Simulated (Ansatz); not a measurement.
## Nb wire along [111], 13 atoms a period: bands along the axis

What gap, if any, does the Nb wire along [111], 13 atoms a period have, and how many channels would it open?

Main program and level: Ansatz 0.2.0; DFT PBE, plane waves, PAW; relaxation of a wire's period; PAW set soft_1, in the first sound run; inputs show where later runs differ.

### Step 1. The structure

The cell holds 13 atoms: 13 Nb. Its edges and angles: a = 16.162 Å, b = 14.908 Å, c = 2.867 Å, α = 90.0°, β = 90.0°, γ = 90.0°. Vacuum lies along a and b. The structure's axis is c.

### Step 2. Relaxing the period

Band widths follow the bond lengths, so the wire is relaxed first. The atoms and the third cell vector are free; the box across stays fixed as vacuum. A Fermi-Dirac smearing is set since the result may be a metal. The pressure printed is a third of the stress's trace over the whole box, vacuum included; only the stress along the axis is relaxed.

File input.yaml:

```yaml
crystal:
  lattice:
    - [16.162, 0.0, 0.0]
    - [0.0, 14.908, 0.0]
    - [0.0, 0.0, 2.8665440865]
  atoms:
    - { symbol: Nb, position: [0.210370004, 0.499993663, 0.0] }
    - { symbol: Nb, position: [0.355186453, 0.771921857, 0.0] }
    - { symbol: Nb, position: [0.500002901, 0.499993663, 0.0] }
    - { symbol: Nb, position: [0.64481935, 0.771921857, 0.0] }
    - { symbol: Nb, position: [0.355186453, 0.409350931, 0.333333333] }
    - { symbol: Nb, position: [0.500002901, 0.681279126, 0.333333333] }
    - { symbol: Nb, position: [0.64481935, 0.409350931, 0.333333333] }
    - { symbol: Nb, position: [0.355186453, 0.590636394, 0.666666667] }
    - { symbol: Nb, position: [0.500002901, 0.3187082, 0.666666667] }
    - { symbol: Nb, position: [0.64481935, 0.590636394, 0.666666667] }
    - { symbol: Nb, position: [0.355186453, 0.228065468, 0.0] }
    - { symbol: Nb, position: [0.64481935, 0.228065468, 0.0] }
    - { symbol: Nb, position: [0.789635799, 0.499993663, 0.0] }
kpoints:
  mp_grid: { grid: [1, 1, 28] }
scf:
  occupations: { method: fermi_dirac, width: 0.05 }
hamiltonian:
  xc: pbe
  pseudopotentials: { kind: paw, azcp: { folder: soft_1 } }
relax:
  cell: { fix: [a, b, alpha, beta, gamma] }
  max_steps: 45
  f_tol: 0.03
```

The run is started by

```
$ ansatz run input.yaml --threads 4 --pin off --max-ram 16384MiB --backend cpu --events-out ev --progress --plain --runs-dir out
```

Numbers of over 12 decimals in the logs are rounded to 6 here.

The program printed:

```text
Engine: ansatz 0.2.0, x86_64-unknown-linux-gnu
Pseudopotentials: kind: paw
Pseudopotential: Nb, paw, valence charge 13, recommended cutoff 420 eV (normal), soft_1/Nb.paw.azcp
Functional definition: PBE
  parameter kappa = 0.804
  parameter beta = 0.066725
  exchange = pbe_x(kappa = kappa, mu = beta*pi^2/3)
  correlation = pbe_c(beta = beta)
Crystal: 13 atoms, lattice volume = 690.674 Å³
Basis set: ecut = 420 eV, 13503 PW (Γ), exchange–correlation on 240×200×40 points (8 copies of the dense FFT grid, shifted against one another)
Bands: 102, of which v1, the nominal top of the filled ones, is band 85 counted from 1 (84 counted from 0)
Symmetry: 4 space group operations
Space group: P2/m (ITA 10), of the structure as read, at distance tolerance 8.8e-5 Å
k-points: 15 of 28
Non-local potential: Nb, projectors of the file, l = 0: 3, l = 1: 2, l = 2: 2, l = 3: 1
PAW form: soft (Blöchl's): semilocal exchange-correlation on the pseudo side does not see the compensation charge
PAW one-centre angular grid: Nb, 590 points (default); XC on 64 Gauss nodes
Initial density: superposition of atomic densities (neutral atoms: chi_scale 0, normalization atom)
Initial wavefunctions: pseudopotential atomic-orbital guess
Functional: x = pbe(κ = 0.804, μ = 0.219515), c = pbe(β = 0.066725)
SCF iter   1: F=—  HF=-59180.782120 eV  |F-HF|=—  |Δ(HF+E_count)|=         —  Δρ=6.12e-2  dr2=2.33e2  ethr=3.10e-3  ⟨swp⟩=9.7  Hψ=7177  notcnv=0  defer=5
preconditioner: auto → LDOS  [metal: Δε(μ)=0.004 eV  Ē_g=3.532 eV  σ=0.050 eV  W_gap=0.02  n_scr=92 (ndim 8)  ℏωp=11.4 eV  f_vac=0.472  D(μ)=18.03/eV (n_scr^D=92)  β→1.0]
SCF iter   2: F=—  HF=-59179.300454 eV  |F-HF|=—  |Δ(HF+E_count)|=    1.48e0  Δρ=6.59e-2  dr2=3.89e2  ethr=3.10e-3  ⟨swp⟩=6.9  Hψ=5600  notcnv=0  defer=62
SCF iter   3: F=—  HF=-59162.160537 eV  |F-HF|=—  |Δ(HF+E_count)|=    1.71e1  Δρ=1.41e-2  dr2=2.03e0  ethr=3.10e-3  ⟨swp⟩=6.1  Hψ=4490  notcnv=0  defer=14
SCF iter   4: F=—  HF=-59162.223387 eV  |F-HF|=—  |Δ(HF+E_count)|=   6.28e-2  Δρ=5.21e-3  dr2=1.59e-1  ethr=1.20e-3  ⟨swp⟩=3.0  Hψ=2678  notcnv=0  defer=16
SCF iter   5: F=—  HF=-59162.272793 eV  |F-HF|=—  |Δ(HF+E_count)|=   4.94e-2  Δρ=2.33e-3  dr2=2.60e-1  ethr=9.41e-5  ⟨swp⟩=3.1  Hψ=2972  notcnv=0  defer=22
SCF iter   6: F=—  HF=-59162.272816 eV  |F-HF|=—  |Δ(HF+E_count)|=   2.37e-5  Δρ=8.70e-4  dr2=1.18e-2  ethr=9.41e-5  ⟨swp⟩=2.1  Hψ=1804  notcnv=0  defer=21
SCF iter   7: F=—  HF=-59162.276066 eV  |F-HF|=—  |Δ(HF+E_count)|=   3.25e-3  Δρ=2.93e-4  dr2=4.98e-4  ethr=7.00e-6  ⟨swp⟩=2.4  Hψ=1965  notcnv=0  defer=21
SCF iter   8: F=—  HF=-59162.276534 eV  |F-HF|=—  |Δ(HF+E_count)|=   4.68e-4  Δρ=8.03e-5  dr2=1.46e-4  ethr=2.95e-7  ⟨swp⟩=2.7  Hψ=2624  notcnv=0  defer=21
SCF iter   9: F=—  HF=-59162.276538 eV  |F-HF|=—  |Δ(HF+E_count)|=   3.81e-6  Δρ=2.42e-5  dr2=1.78e-5  ethr=8.66e-8  ⟨swp⟩=2.5  Hψ=2314  notcnv=0  defer=21
SCF iter  10: F=—  HF=-59162.276021 eV  |F-HF|=—  |Δ(HF+E_count)|=   5.17e-4  Δρ=7.28e-6  dr2=8.94e-7  ethr=1.05e-8  ⟨swp⟩=2.1  Hψ=1965  notcnv=0  defer=21
SCF iter  11: F=—  HF=-59162.276021 eV  |F-HF|=—  |Δ(HF+E_count)|=   1.64e-7  Δρ=3.06e-6  dr2=1.18e-7  ethr=5.29e-10  ⟨swp⟩=3.3  Hψ=2900  notcnv=0  defer=21
SCF iter  12: F=-59162.276021 eV  HF=-59162.276021 eV  |F-HF|=1.76e-9  |Δ(HF+E_count)|=   3.33e-8  Δρ=1.31e-6  dr2=1.95e-8  ethr=5.92e-11  ⟨swp⟩=5.1  Hψ=4589  notcnv=0
SCF 1 converged in 12 iterations: F = -59162.276021 eV  dr2 = 1.95e-8
  greatest PAW one-centre occupation: 0.998 electrons in one spin orbital (limit 2), on the Nb atom at site 2 (counted from 0), in its partial waves of l = 0
relax step   1: F+E_penalty+E_count = -59162.27602127 eV  Δ(F+E_penalty+E_count) = +0.000e0 eV  max|allowed force component| = 1.800e0 eV/Å  Δτ_max = 0.0000 Å  P = -5.122 GPa  Ω = 690.674 Å³  fix = [a, b, alpha, beta, gamma]  reactions: a -3.920, b -3.923 GPa; alpha +0.003 GPa/rad  (12 SCF iters, dr2 threshold 1.00e-7 eV, accepted)
Crystal: 13 atoms, lattice volume = 658.003 Å³
Basis set: ecut = 420 eV, 12915 PW (Γ), exchange–correlation on 240×200×40 points (8 copies of the dense FFT grid, shifted against one another)
Initial density: handed on by an earlier stage of this run
Initial wavefunctions: those handed on with the density
iter 1 solved again at ethr=2.70e-3 eV; its pass at ethr=3.10e-3 eV (dr2=4.56e0 eV) is discarded
SCF iter   1: F=—  HF=-59164.857930 eV  |F-HF|=—  |Δ(HF+E_count)|=         —  Δρ=1.73e-2  dr2=4.60e0  ethr=2.70e-3  ⟨swp⟩=1.1  Hψ=8791  notcnv=0
preconditioner: auto → LDOS  [metal: Δε(μ)=0.011 eV  Ē_g=2.926 eV  σ=0.050 eV  W_gap=0.05  n_scr=92 (ndim 8)  ℏωp=11.7 eV  f_vac=0.507  D(μ)=14.78/eV (n_scr^D=78)  β→1.0]
SCF iter   2: F=—  HF=-59164.530264 eV  |F-HF|=—  |Δ(HF+E_count)|=   3.28e-1  Δρ=8.87e-3  dr2=2.74e0  ethr=2.70e-3  ⟨swp⟩=3.1  Hψ=2449  notcnv=0  defer=2
SCF iter   3: F=—  HF=-59164.396020 eV  |F-HF|=—  |Δ(HF+E_count)|=   1.34e-1  Δρ=2.30e-3  dr2=1.29e-1  ethr=1.62e-3  ⟨swp⟩=2.2  Hψ=1983  notcnv=0  defer=24
SCF iter   4: F=—  HF=-59164.389173 eV  |F-HF|=—  |Δ(HF+E_count)|=   6.85e-3  Δρ=7.36e-4  dr2=5.77e-3  ethr=7.64e-5  ⟨swp⟩=2.1  Hψ=2227  notcnv=0  defer=28
SCF iter   5: F=—  HF=-59164.389467 eV  |F-HF|=—  |Δ(HF+E_count)|=   2.94e-4  Δρ=2.37e-4  dr2=5.61e-4  ethr=3.41e-6  ⟨swp⟩=2.1  Hψ=2594  notcnv=0  defer=28
SCF iter   6: F=—  HF=-59164.388984 eV  |F-HF|=—  |Δ(HF+E_count)|=   4.83e-4  Δρ=7.07e-5  dr2=4.55e-5  ethr=3.32e-7  ⟨swp⟩=2.7  Hψ=2866  notcnv=0  defer=28
SCF iter   7: F=—  HF=-59164.389001 eV  |F-HF|=—  |Δ(HF+E_count)|=   1.68e-5  Δρ=2.33e-5  dr2=4.48e-6  ethr=2.69e-8  ⟨swp⟩=3.1  Hψ=2867  notcnv=0  defer=28
SCF iter   8: F=-59164.389003 eV  HF=-59164.389003 eV  |F-HF|=3.46e-7  |Δ(HF+E_count)|=   2.19e-6  Δρ=6.42e-6  dr2=5.99e-7  ethr=7.69e-10  ⟨swp⟩=5.0  Hψ=5320  notcnv=0
SCF 2 converged in 8 iterations: F = -59164.389003 eV  dr2 = 5.99e-7
relax step   2: F+E_penalty+E_count = -59164.38900293 eV  Δ(F+E_penalty+E_count) = -2.113e0 eV  max|allowed force component| = 5.765e-1 eV/Å  Δτ_max = 0.1949 Å  P = -0.209 GPa  Ω = 658.003 Å³  energy of the carried Pulay correction = +1.425e-3 eV  fix = [a, b, alpha, beta, gamma]  reactions: a +0.798, b +0.748 GPa; alpha -0.003 GPa/rad  (8 SCF iters, dr2 threshold 1.30e-6 eV, accepted)
Crystal: 13 atoms, lattice volume = 646.257 Å³
Basis set: ecut = 420 eV, 12711 PW (Γ), exchange–correlation on 240×200×40 points (8 copies of the dense FFT grid, shifted against one another)
iter 1 solved again at ethr=8.75e-4 eV; its pass at ethr=3.10e-3 eV (dr2=1.48e0 eV) is discarded
[...]
relax step   4: F+E_penalty+E_count = -59164.84105449 eV  Δ(F+E_penalty+E_count) = -1.928e-1 eV  max|allowed force component| = 1.934e-1 eV/Å  Δτ_max = 0.0770 Å  P = +0.177 GPa  Ω = 633.237 Å³  energy of the carried Pulay correction = +2.552e-3 eV  fix = [a, b, alpha, beta, gamma]  reactions: a +0.472, b +0.372 GPa; alpha +0.016 GPa/rad  (8 SCF iters, dr2 threshold 1.30e-6 eV, accepted)
[...]
relax step   5: F+E_penalty+E_count = -59164.78297092 eV  Δ(F+E_penalty+E_count) = +5.808e-2 eV  max|allowed force component| = 3.557e-1 eV/Å  Δτ_max = 0.1305 Å  P = +0.331 GPa  Ω = 622.549 Å³  energy of the carried Pulay correction = +3.052e-3 eV  fix = [a, b, alpha, beta, gamma]  (8 SCF iters, dr2 threshold 1.30e-6 eV, rejected (line search))
[...]
relax step   6: F+E_penalty+E_count = -59164.87777142 eV  Δ(F+E_penalty+E_count) = -3.672e-2 eV  max|allowed force component| = 2.385e-2 eV/Å  Δτ_max = 0.0558 Å  P = -0.122 GPa  Ω = 627.423 Å³  energy of the carried Pulay correction = +2.823e-3 eV  fix = [a, b, alpha, beta, gamma]  reactions: a -0.097, b -0.200 GPa; alpha +0.019 GPa/rad  (12 SCF iters, accepted)
[...]
relax step   7: F+E_penalty+E_count = -59164.87824824 eV  Δ(F+E_penalty+E_count) = -4.768e-4 eV  max|allowed force component| = 4.135e-3 eV/Å  Δτ_max = 0.0056 Å  P = -0.038 GPa  Ω = 627.380 Å³  energy of the carried Pulay correction = +2.825e-3 eV  fix = [a, b, alpha, beta, gamma]  reactions: a -0.019, b -0.121 GPa; alpha +0.017 GPa/rad  (7 SCF iters, dr2 threshold 1.15e-8 eV, accepted)
Basis set: ecut = 420 eV, 12327 PW (Γ), exchange–correlation on 240×200×36 points (8 copies of the dense FFT grid, shifted against one another)
Initial wavefunctions: pseudopotential atomic-orbital guess (no wavefunctions were taken with the density)
iter 1 solved again at ethr=3.69e-6 eV; its pass at ethr=3.10e-3 eV (dr2=6.23e-3 eV) is discarded
SCF iter   1: F=—  HF=-59164.876246 eV  |F-HF|=—  |Δ(HF+E_count)|=         —  Δρ=7.53e-5  dr2=4.93e-6  ethr=3.69e-6  ⟨swp⟩=3.4  Hψ=10029  notcnv=0
eigensolver tolerance schedule: the retry pair's looser diagonalisation over-reported the residual by 1262.38 of it (diagonalisation noise at an unbounded share of the residual, at the tolerance the schedule requests for it); recorded, not acted on — ethr = c·dr2/N_el stays at c = 1.0e-1
preconditioner: auto → LDOS  [metal: Δε(μ)=0.038 eV  Ē_g=2.954 eV  σ=0.050 eV  W_gap=0.19  n_scr=92 (ndim 8)  ℏωp=12.0 eV  f_vac=0.492  D(μ)=14.19/eV (n_scr^D=78)  β→1.0]
SCF iter   2: F=—  HF=-59164.876122 eV  |F-HF|=—  |Δ(HF+E_count)|=   1.24e-4  Δρ=1.34e-5  dr2=1.51e-6  ethr=2.92e-9  ⟨swp⟩=3.5  Hψ=3910  notcnv=0
SCF iter   3: F=—  HF=-59164.876122 eV  |F-HF|=—  |Δ(HF+E_count)|=   2.84e-7  Δρ=3.62e-6  dr2=3.49e-7  ethr=8.94e-10  ⟨swp⟩=2.5  Hψ=3059  notcnv=0
SCF iter   4: F=—  HF=-59164.876122 eV  |F-HF|=—  |Δ(HF+E_count)|=   1.89e-8  Δρ=1.45e-6  dr2=1.41e-8  ethr=2.07e-10  ⟨swp⟩=2.0  Hψ=1743  notcnv=0
SCF iter   5: F=—  HF=-59164.876122 eV  |F-HF|=—  |Δ(HF+E_count)|=   4.70e-9  Δρ=2.81e-7  dr2=7.76e-10  ethr=8.32e-12  ⟨swp⟩=3.1  Hψ=3146  notcnv=0
SCF iter   6: F=-59164.876122 eV  HF=-59164.876122 eV  |F-HF|=1.67e-10  |Δ(HF+E_count)|=  1.31e-10  Δρ=7.80e-8  dr2=6.09e-11  ethr=1.00e-12  ⟨swp⟩=5.0  Hψ=5702  notcnv=0
SCF 8 converged in 6 iterations: F = -59164.876122 eV  dr2 = 6.09e-11
relax step   8: F+E_penalty+E_count = -59164.87612180 eV  Δ(F+E_penalty+E_count) = +2.126e-3 eV  max|allowed force component| = 4.145e-3 eV/Å  Δτ_max = 0.0000 Å  P = -0.038 GPa  Ω = 627.380 Å³  fix = [a, b, alpha, beta, gamma]  reactions: a -0.018, b -0.120 GPa; alpha +0.017 GPa/rad  stress off target by 2.46e-2 GPa on what of the cell is left free  SCF on the basis re-selected at this cell (its energy is not comparable with the rows above)  (6 SCF iters)
basis re-selected at this cell: Δ(F+E_penalty+E_count) = +2.126e-3 eV, ΔP = -0.000 GPa vs the last step (what re-selecting the basis moved, of the pressure what is left beyond the Pulay correction that the steps carried, after the strain that the cell walked since its last selection, with what the two solves' SCF thresholds leave and, on support functions, any second-order correction that the steps lacked; it is no measure of the basis error at this ecutwfc). The dense FFT grid was sized anew with the basis: this SCF ran on 120×100×18 points, the steps before it on 120×100×20, so part of this shift can come from that change (see relax.cell in the input reference). [rest of the remark cut]
SCF converged after 6 iterations
Free energy (F): -59164.876122 eV
Harris-Foulkes:  -59164.876122 eV  (|F-HF|=1.67e-10)
Internal energy: -59164.756985 eV  (E = F + TS)
E sigma→0 (E₀):  -59164.816553 eV
Entropy (-TS):   -0.119137 eV (-9.164 meV/atom)
Fermi energy:    4.520069 eV
--- Per-component energies (eV) ---
  E_band       = -3144.398957
  E_kinetic    = 4851.856358
  E_local      = -74101.529811  (includes V_loc(G=0)·N_el)
  E_nonlocal   = 1257.520666
  E_hartree    = 34490.502241
  E_xc         = -2142.702318
  E_vxc        = -2592.520383  (∫ρ·V_xc dr)
  E_paw        = -40075.571685  (= ΣΔE_a)
  E_vpaw       = -1540.731811  (= ΣTr[D̂ρ^β])
  E_aug_tail   = 0.000562  (compensation charges beyond the density's cutoff)
  E_ewald      = 16555.167002
  E_smearing   = -0.119137  (= −TS)
  E_closure    = -0.000000  (closes the sum)
  Σ components = -59164.876122   (vs F -59164.876122, Δ=0.00e0)
--- Forces (eV/Å), atoms counted from 1 ---
  atom   1  Nb    -0.00111541     0.00000000     0.00000000
  atom   2  Nb    -0.00037331     0.00019486    -0.00032865
  atom   3  Nb     0.00000000     0.00000000     0.00000000
  atom   4  Nb     0.00037331     0.00019486    -0.00032865
  atom   5  Nb    -0.00315671    -0.00252002    -0.00252575
  atom   6  Nb     0.00000000     0.00414536    -0.00236192
  atom   7  Nb     0.00315671    -0.00252002    -0.00252575
  atom   8  Nb    -0.00315671     0.00252002     0.00252575
  atom   9  Nb     0.00000000    -0.00414536     0.00236192
  atom  10  Nb     0.00315671     0.00252002     0.00252575
  atom  11  Nb    -0.00037331    -0.00019486     0.00032865
  atom  12  Nb     0.00037331    -0.00019486     0.00032865
  atom  13  Nb     0.00111541     0.00000000     0.00000000
  max |Σ_I F_I| component: 8.13e-19 eV/Å
--- Stress (GPa, compression-positive) ---
       -0.018187       0.000000       0.000000
        0.000000      -0.120310      -0.017442
        0.000000      -0.017442       0.024594
  P = ⅓ Tr σ = -0.0380 GPa (-0.380 kbar)
--- Relaxed structure (7 steps of the walk, 6 accepted, 1 SCFs on fresh bases) ---
  F+E_penalty+E_count = -59164.87612180 eV   max|allowed force component| = 4.145e-3 eV/Å   (the final SCF, on the basis selected at the relaxed cell)
  cell:  # Å, volume = 627.3796 Å³
    - [16.162, 0.0, 0.0]
    - [0.0, 14.908, 0]
    - [0.0, 0, 2.603849]
  atoms:
    - { symbol: Nb, position: [0.214198, 0.500000, 0] }
    - { symbol: Nb, position: [0.356986, 0.768816, 0.00157753] }
    - { symbol: Nb, position: [0.5, 0.500000, 0] }
    - { symbol: Nb, position: [0.643014, 0.768816, 0.00157753] }
    - { symbol: Nb, position: [0.347791, 0.404540, 0.371330] }
    - { symbol: Nb, position: [0.5, 0.690806, 0.373103] }
    - { symbol: Nb, position: [0.652209, 0.404540, 0.371330] }
    - { symbol: Nb, position: [0.347791, 0.595460, 0.628670] }
    - { symbol: Nb, position: [0.5, 0.309194, 0.626897] }
    - { symbol: Nb, position: [0.652209, 0.595460, 0.628670] }
    - { symbol: Nb, position: [0.356986, 0.231184, -0.00157753] }
    - { symbol: Nb, position: [0.643014, 0.231184, -0.00157753] }
    - { symbol: Nb, position: [0.785802, 0.500000, 0] }
```

The job ended after 3.7 min (4 threads of Intel Xeon Platinum 8259CL at 2.50GHz (Skylake/Cascade Lake), shared host; peak memory 2.2 GiB; 14 min of CPU time).

[end of part 1 of 2]

[Logs are printed without paths, hosts, clocks, repeated set-up lines and the standing remarks that a program may print on its own settings, such as how far it seeks lower states.]

[Hosts, paths, dates, database ids (printed as entryN), source tags and the programs' standing remarks are cut or masked in the printed files.]
